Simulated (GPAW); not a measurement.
**A GW chain in GPAW: Mg2H2O3 (P-3m1)**

Wanted: ground state, empty states, screening and self-energy for Mg2H2O3 (P-3m1).

Calculated with GPAW 26.7.0; LDA and many-body steps on it, plane waves.

### Step 1. The starting structure

The structure is trigonal, space group P-3m1 (No. 164). The conventional cell has a = 3.085 Å, b = 3.085 Å, c = 7.710 Å, α = 90.00°, β = 90.00°, γ = 120.00°. Nearest to Mg lie 6 O at 2.10 to 2.17 Å. Nearest to H lie 1 O at 0.99 Å. Nearest to O lie 1 H at 0.99 Å and 3 Mg at 2.10 Å. O has 6 Mg at 2.17 Å nearest. Farther neighbours and most contacts between anions are not listed.

As a file:

```cif
data_structure
_symmetry_space_group_name_H-M 'P 1'
_symmetry_Int_Tables_number 1
_cell_length_a 3.0850
_cell_length_b 3.0850
_cell_length_c 7.7100
_cell_angle_alpha 90.000
_cell_angle_beta 90.000
_cell_angle_gamma 120.000
_cell_volume 63.55
loop_
_atom_site_label
_atom_site_type_symbol
_atom_site_fract_x
_atom_site_fract_y
_atom_site_fract_z
_atom_site_occupancy
Mg1 Mg 0.66667 0.33333 0.83990 1
Mg2 Mg 0.33333 0.66667 0.16010 1
H3 H 0.33333 0.66667 0.56660 1
H4 H 0.66667 0.33333 0.43340 1
O5 O 0.33333 0.66667 0.69490 1
O6 O 0.66667 0.33333 0.30510 1
O7 O 0.00000 0.00000 0.00000 1
```

The cell and positions come from the Crystallography Open Database and are kept as given unless a step says otherwise.

### Step 2. Ground state

This step: GPAW 26.7.0; DFT, LDA, plane waves, PAW.

The ground-state density comes first.

Contents of run.py:

```python
import json
import numpy as np
from gpaw.mpi import world
from ase import Atoms
from gpaw import GPAW, PW, FermiDirac

atoms = Atoms(['Mg', 'Mg', 'H', 'H', 'O', 'O', 'O'],
    cell=[[3.0850000000, 0.0000000000, 0.0000000000],
      [-1.5425000000, 2.6716883707, 0.0000000000],
      [0.0000000000, 0.0000000000, 7.7100000000]],
    scaled_positions=[[0.6666666667, 0.3333333333, 0.8399000000],
      [0.3333333333, 0.6666666667, 0.1601000000],
      [0.3333333333, 0.6666666667, 0.5666000000],
      [0.6666666667, 0.3333333333, 0.4334000000],
      [0.3333333333, 0.6666666667, 0.6949000000],
      [0.6666666667, 0.3333333333, 0.3051000000],
      [0.0000000000, 0.0000000000, 0.0000000000]],
    pbc=(True, True, True))
calc = GPAW(mode=PW(600),
    xc='LDA',
    kpts={'size': (9, 9, 4), 'gamma': True},
    occupations=FermiDirac(0.001),
    nbands=-9,
    convergence={'density': 1e-6, 'bands': -3},
    maxiter=100,
    txt='gs.txt')
atoms.calc = calc
res = {'energy': atoms.get_potential_energy()}
kpts = calc.get_ibz_k_points()
res['kpts'] = kpts
res['eigenvalues'] = [calc.get_eigenvalues(kpt=k) for k in range(len(kpts))]
res['n_electrons'] = calc.get_number_of_electrons()
calc.write('gs.gpw')

if world.rank == 0:
    with open('result.json', 'w') as f:
        json.dump(res, f, default=lambda x: x.tolist())
```

Run with:

```bash
> mpirun -n 4 gpaw python run.py
```

Log:

```text
__  _  _
 | _ |_)|_||  |
 |__||  | ||/\| - 26.7.0

Input parameters:
  mode=PW(ecut=600.0),
  convergence={'density': 1e-06, 'bands': -3},
  kpts=MonkhorstPack(size=(9, 9, 4), gamma=True),
  maxiter=100,
  nbands=-9,
  occupations=Occupations(name='fermi-dirac', width=0.001, fixmagmom=False),
  xc=XC(name='LDA')
  [... matrices ...]
Diagonalizing LCAO Hamiltonian
Converting LCAO to pw mode

            Mg
         O
         H

            H

         Mg O

       O

Atoms  # Å, Bohr magnetons
|   | symbol |         x |        y |        z |    initial magnetic moments |
| 0 |     Mg |  1.542500 | 0.890563 | 6.475629 | ( 0.0000,  0.0000,  0.0000) |
| 1 |     Mg | -0.000000 | 1.781126 | 1.234371 | ( 0.0000,  0.0000,  0.0000) |
| 2 |      H | -0.000000 | 1.781126 | 4.368486 | ( 0.0000,  0.0000,  0.0000) |
| 3 |      H |  1.542500 | 0.890563 | 3.341514 | ( 0.0000,  0.0000,  0.0000) |
| 4 |      O | -0.000000 | 1.781126 | 5.357679 | ( 0.0000,  0.0000,  0.0000) |
| 5 |      O |  1.542500 | 0.890563 | 2.352321 | ( 0.0000,  0.0000,  0.0000) |
| 6 |      O |  0.000000 | 0.000000 | 0.000000 | ( 0.0000,  0.0000,  0.0000) |

Unit cell  # Å
| periodic |         x |        y |        z |  lengths |     angles |
|      yes |  3.085000 | 0.000000 | 0.000000 | 3.085000 |  90.000000 |
|      yes | -1.542500 | 2.671688 | 0.000000 | 3.085000 |  90.000000 |
|      yes |  0.000000 | 0.000000 | 7.710000 | 7.710000 | 120.000000 |

Number of symmetries: 12
Symmetry operations  # r_c * U_cc + t_c -> r_c
|    | kind |            matrix            |
|  0 |  σ   |  1, 1, 0,  0,-1, 0,  0, 0, 1 |
|  1 |  S6  |  1, 1, 0, -1, 0, 0,  0, 0,-1 |
|  2 |  E   |  1, 0, 0,  0, 1, 0,  0, 0, 1 |
|  3 |  C2  |  1, 0, 0, -1,-1, 0,  0, 0,-1 |
|  4 |  C2  |  0, 1, 0,  1, 0, 0,  0, 0,-1 |
|  5 |  C3  |  0, 1, 0, -1,-1, 0,  0, 0, 1 |
|  6 |  S6  |  0,-1, 0,  1, 1, 0,  0, 0,-1 |
|  7 |  σ   |  0,-1, 0, -1, 0, 0,  0, 0, 1 |
|  8 |  σ   | -1, 0, 0,  1, 1, 0,  0, 0, 1 |
|  9 |  i   | -1, 0, 0,  0,-1, 0,  0, 0,-1 |
| 10 |  C3  | -1,-1, 0,  1, 0, 0,  0, 0, 1 |
| 11 |  C2  | -1,-1, 0,  0, 1, 0,  0, 0,-1 |

BZ-sampling:
  Number of BZ points: 324
  Number of IBZ points: 43

  Monkhorst-Pack size: [9, 9, 4]
  Monkhorst-Pack shift: [0.0, 0.0, 0.125]

K-points  # in reciprocal-cell coordinates
|     |                                coordinates |     weight |
|   0 | (  0.00000000,   0.00000000,   0.00000000) | 0.00308642 |
|   1 | (  0.00000000,   0.00000000,   0.25000000) | 0.00617284 |
|   2 | (  0.00000000,   0.00000000,   0.50000000) | 0.00308642 |
|   3 | (  0.11111111,   0.00000000,  -0.25000000) | 0.01851852 |
|   4 | (  0.11111111,   0.00000000,   0.00000000) | 0.01851852 |
|   5 | (  0.11111111,   0.00000000,   0.25000000) | 0.01851852 |
|   6 | (  0.11111111,   0.00000000,   0.50000000) | 0.01851852 |
|   7 | (  0.22222222,  -0.11111111,   0.00000000) | 0.01851852 |
|   8 | (  0.22222222,  -0.11111111,   0.25000000) | 0.03703704 |
|   9 | (  0.22222222,  -0.11111111,   0.50000000) | 0.01851852 |
| ... |                                            |            |
|  42 | (  0.44444444,   0.44444444,   0.50000000) | 0.01851852 |

Plane wave coefficients: 2142
Cutoff: 600.0 eV

Spin-components: 1 (collinear spins)
Bands:           29
Projectors:      31
Spin-degeneracy: 2
Datatype:        complex128

  Storage: CPU
  Wave functions: 42_038_864 bytes (10_509_716 per core)
  Projectors: 42_038_864 bytes (10_509_716 per core)
  [... matrices ...]
Parallelization:
  kpt:    4
  domain: 1
  band:   1

Density:
  Valence electrons: 40.0
  Components: 1
  Grid points: [18 18 45]
  Charge: 0.0  # |e|

Potential:
  Grid points: [18 18 45]

species:
  Mg:
    name:    Magnesium
    Z:       12.0
    valence: 10
    core:    2
    charge:  0.0  # [|e|]
    compensation charges:
      type: gauss
      rc: 0.33  # [Å]
      lmax: 2
    cutoffs:
      filter: 1.86  # [Å]
      core: 0.54  # [Å]
    projectors
    | kind |    occ | energy [eV] | rcut [Å] |
    |   2s |  2.000 |     -79.291 |    1.090 |
    |   3s |  2.000 |      -4.782 |    1.090 |
    |   2p |  6.000 |     -46.725 |    1.085 |
    |   3p |  0.000 |      -1.374 |    1.085 |
    |    d |        |       0.000 |    1.037 |

    Using partial waves for Mg as LCAO basis

  H:
    name:    Hydrogen
    Z:       1.0
    valence: 1
    core:    0
    charge:  0.0  # [|e|]
    compensation charges:
      type: gauss
      rc: 0.15  # [Å]
      lmax: 2
    cutoffs:
      filter: 0.85  # [Å]
      core: 0.53  # [Å]
    projectors
    | kind |    occ | energy [eV] | rcut [Å] |
    |   1s |  1.000 |      -6.353 |    0.476 |
    |    s |        |      20.858 |    0.476 |
    |    p |        |       0.000 |    0.476 |

    Using partial waves for H as LCAO basis

  O:
    name:    Oxygen
    Z:       8.0
    valence: 6
    core:    2
    charge:  0.0  # [|e|]
    compensation charges:
      type: gauss
      rc: 0.21  # [Å]
      lmax: 2
    cutoffs:
      filter: 1.17  # [Å]
      core: 0.83  # [Å]
    projectors
    | kind |    occ | energy [eV] | rcut [Å] |
    |   2s |  2.000 |     -23.752 |    0.688 |
    |   2p |  4.000 |      -9.195 |    0.598 |
    |    s |        |       3.459 |    0.688 |
    |    p |        |      18.016 |    0.598 |
    |    d |        |       0.000 |    0.619 |

    Using partial waves for O as LCAO basis

Reference energy: -16962.442155  # eV

eigensolver:
  PPCG
  Converge bands: -3
  niter=2

density mixing:
  MSR1-Mixer
  Pratt-step length: 0.05
  Maximum mixing coefficient: 0.75
  Old densities: 10
  SVD Regularization: 0.005
  Good broyden scale: 1.0
  Trust region scale: 1.0
  Backstep threshold: 4.0
  History deletion threshold: 6.0
  Fourier metric: weight=20.0, sigma=0.015

occupation numbers:
  Fermi-Dirac:
    width: 0.0010  # eV

poisson solver:
  ecut: 4800.0  # eV

xc functional:
  name: None

Initialization done in: 3.218 s

convergence criteria:
- Maximum integral of absolute [dens]ity change: 1e-06 electrons / valence electron
- Maximum [total energy] change in last 3 cyles: 0.0005 eV / valence electron
- Maximum integral of absolute [eigenst]ate change: 4e-08 eV^2 / valence electron
maximum number of iterations: 100

SCF iterations
|iter     |     time |      energy | eigst |  dens |
|iter:   1|  |  -47.346173 | +0.81 |       |
|iter:   2|  |  -46.145866 | -0.48 | -0.90 |
|iter:   3|  |  -42.795606 | -0.55 | -0.95 |
|iter:   4|  |  -42.744470 | -2.28 | -1.51 |
|iter:   5|  |  -42.730253 | -2.71 | -1.80 |
|iter:   6|  |  -42.729623c| -3.71 | -2.74 |
|iter:   7|  |  -42.729627c| -5.53 | -3.11 |
|iter:   8|  |  -42.729632c| -6.40 | -3.44 |
|iter:   9|  |  -42.729632c| -7.89c| -4.49 |
|iter:  10|  |  -42.729632c| -7.43c| -5.08 |
|iter:  11|  |  -42.729632c| -8.87c| -5.84 |
|iter:  12|  |  -42.729632c| -9.55c| -6.43c|

Converged in 12 steps
SCF loop duration: 13.588 s (1.132 s/step)
Energy contributions relative to reference atoms: (reference = -16962.442155)
  [... matrices ...]
Energy contributions:
  Kinetic:          26.934356
  Coulomb:         -27.529081
  Zero:              0.264197
  External:          0.000000
  Xc:              -42.399104
  Entropy:          -0.000000
  Spinorbit:         0.000000
  ----------------------------
  Free energy:     -42.729632
  Extrapolated:    -42.729632

dipole moment: (-4.317483, -7.478100, -21.580419)  # |e|*Ang

Fermi level: 1.948
Eigenvalues  # (at kpt = [0.000, 0.000, 0.000])
| band index |      eig [eV] | occ [0-2] |
|          0 |       -69.797 |     2.000 |
|        ... |               |           |
|         12 |        -3.790 |     2.000 |
|         13 |         0.464 |     2.000 |
|         14 |         1.244 |     2.000 |
|         15 |         1.244 |     2.000 |
|         16 |         1.368 |     2.000 |
|         17 |         1.368 |     2.000 |
|         18 |         1.774 |     2.000 |
|         19 |         1.774 |     2.000 |
|         20 |         5.244 |     0.000 |
[...]
|         24 |        13.183 |     0.000 |
|         25 |        16.307 |     0.000 |
|         26 |        17.138 |     0.000 |
|         27 |        17.138 |     0.000 |
|         28 |        18.549 |     0.000 |

Gap: 3.470 eV
Transition (v -> c):
  (s=0, k=0, n=19, [0.00, 0.00, 0.00]) -> (s=0, k=0, n=20, [0.00, 0.00, 0.00])
No difference between direct/indirect transitions
# Writing to gs.gpw (mode='')
  [... matrices ...]
```

Wall time 19 s (4 MPI ranks of Intel Xeon Platinum 8259CL at 2.50GHz (Skylake/Cascade Lake), shared host); peak memory 0.78 GiB.

This step gave:

| Property | Result |
| --- | --- |
| total energy | -42.73 eV |
| gap | 3.470 eV |
| k of the valence top | 0, 0, 0 |
| k of the conduction bottom | 0, 0, 0 |
| least direct gap | 3.470 eV |

The gap is direct, at Γ.

### Step 3. Bands along the symmetry lines

The cheap functional maps the bands first; the places of the edges decide which points the dearer methods must see.

Contents of run.py:

```python
import json
import numpy as np
from gpaw.mpi import world
from gpaw import GPAW

path = [[0.000000, 0.000000, 0.000000],
    [0.062500, 0.000000, 0.000000],
    [0.125000, 0.000000, 0.000000],
    [0.187500, 0.000000, 0.000000],
    [0.250000, 0.000000, 0.000000],
    [0.312500, 0.000000, 0.000000],
    [0.375000, 0.000000, 0.000000],
    [0.437500, 0.000000, 0.000000],
    [0.500000, 0.000000, 0.000000],
    [0.479167, 0.041667, 0.000000],
    [0.458333, 0.083333, 0.000000],
    [0.437500, 0.125000, 0.000000],
    [0.416667, 0.166667, 0.000000],
    [0.395833, 0.208333, 0.000000],
    [0.375000, 0.250000, 0.000000],
    [0.354167, 0.291667, 0.000000],
    [0.333333, 0.333333, 0.000000],
    [0.291667, 0.291667, 0.000000],
    [0.250000, 0.250000, 0.000000],
    [0.208333, 0.208333, 0.000000],
    [0.166667, 0.166667, 0.000000],
    [0.125000, 0.125000, 0.000000],
    [0.083333, 0.083333, 0.000000],
    [0.041667, 0.041667, 0.000000],
    [0.000000, 0.000000, 0.000000],
    [0.000000, 0.000000, 0.062500],
    [0.000000, 0.000000, 0.125000],
    [0.000000, 0.000000, 0.187500],
    [0.000000, 0.000000, 0.250000],
    [0.000000, 0.000000, 0.312500],
    [0.000000, 0.000000, 0.375000],
    [0.000000, 0.000000, 0.437500],
    [0.000000, 0.000000, 0.500000],
    [0.062500, 0.000000, 0.500000],
    [0.125000, 0.000000, 0.500000],
    [0.187500, 0.000000, 0.500000],
    [0.250000, 0.000000, 0.500000],
    [0.312500, 0.000000, 0.500000],
    [0.375000, 0.000000, 0.500000],
    [0.437500, 0.000000, 0.500000],
    [0.500000, 0.000000, 0.500000],
    [0.479167, 0.041667, 0.500000],
    [0.458333, 0.083333, 0.500000],
    [0.437500, 0.125000, 0.500000],
    [0.416667, 0.166667, 0.500000],
    [0.395833, 0.208333, 0.500000],
    [0.375000, 0.250000, 0.500000],
    [0.354167, 0.291667, 0.500000],
    [0.333333, 0.333333, 0.500000],
    [0.291667, 0.291667, 0.500000],
    [0.250000, 0.250000, 0.500000],
    [0.208333, 0.208333, 0.500000],
    [0.166667, 0.166667, 0.500000],
    [0.125000, 0.125000, 0.500000],
    [0.083333, 0.083333, 0.500000],
    [0.041667, 0.041667, 0.500000],
    [0.000000, 0.000000, 0.500000],
    [0.500000, 0.000000, 0.500000],
    [0.500000, 0.000000, 0.437500],
    [0.500000, 0.000000, 0.375000],
    [0.500000, 0.000000, 0.312500],
    [0.500000, 0.000000, 0.250000],
    [0.500000, 0.000000, 0.187500],
    [0.500000, 0.000000, 0.125000],
    [0.500000, 0.000000, 0.062500],
    [0.500000, 0.000000, 0.000000],
    [0.333333, 0.333333, 0.500000],
    [0.333333, 0.333333, 0.437500],
    [0.333333, 0.333333, 0.375000],
    [0.333333, 0.333333, 0.312500],
    [0.333333, 0.333333, 0.250000],
    [0.333333, 0.333333, 0.187500],
    [0.333333, 0.333333, 0.125000],
    [0.333333, 0.333333, 0.062500],
    [0.333333, 0.333333, 0.000000]]
calc = GPAW('gs.gpw').fixed_density(kpts=path,
    symmetry='off',
    nbands=30,
    convergence={'bands': 26},
    txt='bands.txt')
res = {}
kpts = calc.get_ibz_k_points()
res['kpts'] = kpts
res['eigenvalues'] = [calc.get_eigenvalues(kpt=k) for k in range(len(kpts))]
res['n_electrons'] = calc.get_number_of_electrons()

if world.rank == 0:
    with open('result.json', 'w') as f:
        json.dump(res, f, default=lambda x: x.tolist())
```

Run with:

```bash
> mpirun -n 4 gpaw python run.py
```

Log:

```text
Diagonalizing LCAO Hamiltonian
Converting LCAO to pw mode
convergence criteria:
- Maximum integral of absolute [eigenst]ate change: 4e-08 eV^2 / valence electron
maximum number of iterations: 100

SCF iterations
|iter     |     time |      energy | eigst |  dens |
|iter:   1|  |             | +0.92 |       |
|iter:   2|  |             | -0.30 |       |
|iter:   3|  |             | -1.58 |       |
[...]
|iter:   7|  |             | -6.06 |       |
|iter:   8|  |             | -6.98 |       |
|iter:   9|  |             | -7.80c|       |
SCF steps: 9
  __  _  _
 | _ |_)|_||  |
 |__||  | ||/\| - 26.7.0

Input parameters:
  mode=PW(ecut=600.0),
  convergence={'bands': 26},
  gpts=array([18, 18, 45]),
  kpts=KPoints(kpts=array([[0.      , 0.      , 0.      ],
         [0.0625  , 0.      , 0.      ],
         [0.125   , 0.      , 0.      ],
         [0.1875  , 0.      , 0.      ],
[...]
[0.479167, 0.041667, 0.      ],
         [0.458333, 0.083333, 0.      ],
[...]
[0.416667, 0.166667, 0.      ],
[...]
[0.5     , 0.      , 0.0625  ],
         [0.5     , 0.      , 0.      ],
[...]
[0.333333, 0.333333, 0.125   ],
         [0.333333, 0.333333, 0.0625  ],
         [0.333333, 0.333333, 0.      ]])),
  maxiter=100,
  nbands=30,
  occupations=Occupations(name='fermi-dirac', width=0.001, fixmagmom=False),
  parallel={},
  symmetry=Symmetry(point_group=False, time_reversal=False),
  xc=XC(name='LDA')
```

The job ended after 22 s (4 MPI ranks; peak memory 0.88 GiB; 87 s of CPU time).

This step gave:

```
gap                        : 3.470 eV
k of the valence top       : 0, 0, 0
k of the conduction bottom : 0, 0, 0
least direct gap           : 3.470 eV
```

The gap is 3.470 eV, as in the run before at this level.

The electronic bands at the labelled points (eV, zero at the top of the highest filled band):

```tsv
point	band 17	band 18	band 19	band 20	band 21	band 22	band 23	band 24
Γ	-0.41	-0.41	0.00	0.00	3.47	6.48	8.19	10.16
halfway	-0.89	-0.87	-0.58	-0.29	5.22	7.98	9.80	10.13
M	-1.19	-0.91	-0.78	-0.56	7.26	7.69	8.69	10.20
halfway	-1.75	-1.44	-1.03	-0.62	7.54	7.97	9.49	10.61
K	-2.31	-1.70	-1.70	-0.57	8.12	8.12	9.92	10.89
halfway	-1.22	-0.83	-0.73	-0.52	5.60	8.43	9.92	10.30
Γ	-0.41	-0.41	0.00	0.00	3.47	6.48	8.19	10.16
halfway	-0.37	-0.37	-0.02	-0.02	3.82	6.08	8.18	10.33
A	-0.34	-0.34	-0.03	-0.03	4.30	5.55	8.16	10.51
halfway	-0.85	-0.78	-0.66	-0.25	5.34	7.37	9.91	10.91
L	-1.11	-0.94	-0.87	-0.48	6.68	8.10	9.18	10.75
halfway	-1.64	-1.52	-1.03	-0.74	7.24	8.32	9.99	10.88
H	-2.00	-1.91	-1.91	-0.71	8.27	8.27	10.00	10.91
halfway	-1.15	-0.76	-0.73	-0.59	5.65	7.84	10.31	11.13
A	-0.34	-0.34	-0.03	-0.03	4.30	5.55	8.16	10.51
jump to L	-1.11	-0.94	-0.87	-0.48	6.68	8.10	9.18	10.75
halfway	-1.16	-0.89	-0.86	-0.51	6.92	7.91	8.96	10.41
M	-1.19	-0.91	-0.78	-0.56	7.26	7.69	8.69	10.20
jump to H	-2.00	-1.91	-1.91	-0.71	8.27	8.27	10.00	10.91
halfway	-2.14	-1.79	-1.79	-0.64	8.19	8.19	9.96	10.90
K	-2.31	-1.70	-1.70	-0.57	8.12	8.12	9.92	10.89
```

### Step 4. Empty states on the mesh, 3×3×2 mesh, 154 bands

The sums over transitions need many empty states on a uniform mesh; this step solves for them.

Contents of run.py:

```python
import json
import numpy as np
from gpaw.mpi import world
from gpaw import GPAW

calc = GPAW('gs.gpw').fixed_density(kpts={'size': (3, 3, 2), 'gamma': True},
    parallel={'domain': 1, 'band': 1},
    txt='nscf.txt')
calc.diagonalize_full_hamiltonian(nbands=154)
calc.write('full.gpw', mode='all')
res = {}
kpts = calc.get_ibz_k_points()
res['kpts'] = kpts
res['eigenvalues'] = [calc.get_eigenvalues(kpt=k) for k in range(len(kpts))]
res['n_electrons'] = calc.get_number_of_electrons()

if world.rank == 0:
    with open('result.json', 'w') as f:
        json.dump(res, f, default=lambda x: x.tolist())
```

Run with:

```bash
> mpirun -n 4 gpaw python run.py
```

Log:

```text
Diagonalizing LCAO Hamiltonian
Converting LCAO to pw mode
convergence criteria:
- Maximum integral of absolute [eigenst]ate change: 4e-08 eV^2 / valence electron
maximum number of iterations: 100

SCF iterations
|iter     |     time |      energy | eigst |  dens |
|iter:   1|  |             | +0.92 |       |
|iter:   2|  |             | -0.25 |       |
|iter:   3|  |             | -1.55 |       |
|iter:   4|  |             | -3.15 |       |
|iter:   5|  |             | -4.02 |       |
|iter:   6|  |             | -5.56 |       |
|iter:   7|  |             | -6.50 |       |
|iter:   8|  |             | -7.82c|       |
SCF steps: 8
  __  _  _
 | _ |_)|_||  |
 |__||  | ||/\| - 26.7.0

Input parameters:
  mode=PW(ecut=600.0),
  convergence={'density': 1e-06, 'bands': -3},
  gpts=array([18, 18, 45]),
  kpts=MonkhorstPack(size=(3, 3, 2), gamma=True),
  maxiter=100,
  nbands=29,
  occupations=Occupations(name='fermi-dirac', width=0.001, fixmagmom=False),
  parallel={'domain': 1, 'band': 1},
  xc=XC(name='LDA')
Matrix size: 2107x2107
# Writing to full.gpw (mode='all')
  [... matrices ...]

timing:  # [seconds]
  Total: 14.846  # ━━━━━━━━━━━━━━━━━━━━━━━━━━━━━━━━━━━━━━━━━━━━━━━━━━━━━━━━━━
```

Elapsed: 21 s, on 4 MPI ranks; peak memory 1.9 GiB; 83 s of CPU time.

Numbers from this step:

```yaml
gap: 3.470 eV
k_of_the_valence_top: 0, 0, 0
k_of_the_conduction_bottom: 0, 0, 0
least_direct_gap: 3.470 eV
k_points_computed: 6
lowest_point_of_the_top_converged_band_above_the_valence_top: 84.5095 eV
```

On this mesh the gap is 3.470 eV.

(Part 1 of 2 ends here.)

[Paths, hosts, dates, memory and timing lines, banners, echoed tables and standing remarks are left out of the program output.]

[Logs are printed without paths, hosts, clocks, repeated set-up lines and the standing remarks that a program may print on its own settings, such as how far it seeks lower states.]

[Runs of the session that timed out or met a known fault of the program may be left out.]

[Hosts, paths, dates, database ids (printed as entryN), source tags and the programs' standing remarks are cut or masked in the printed files.]
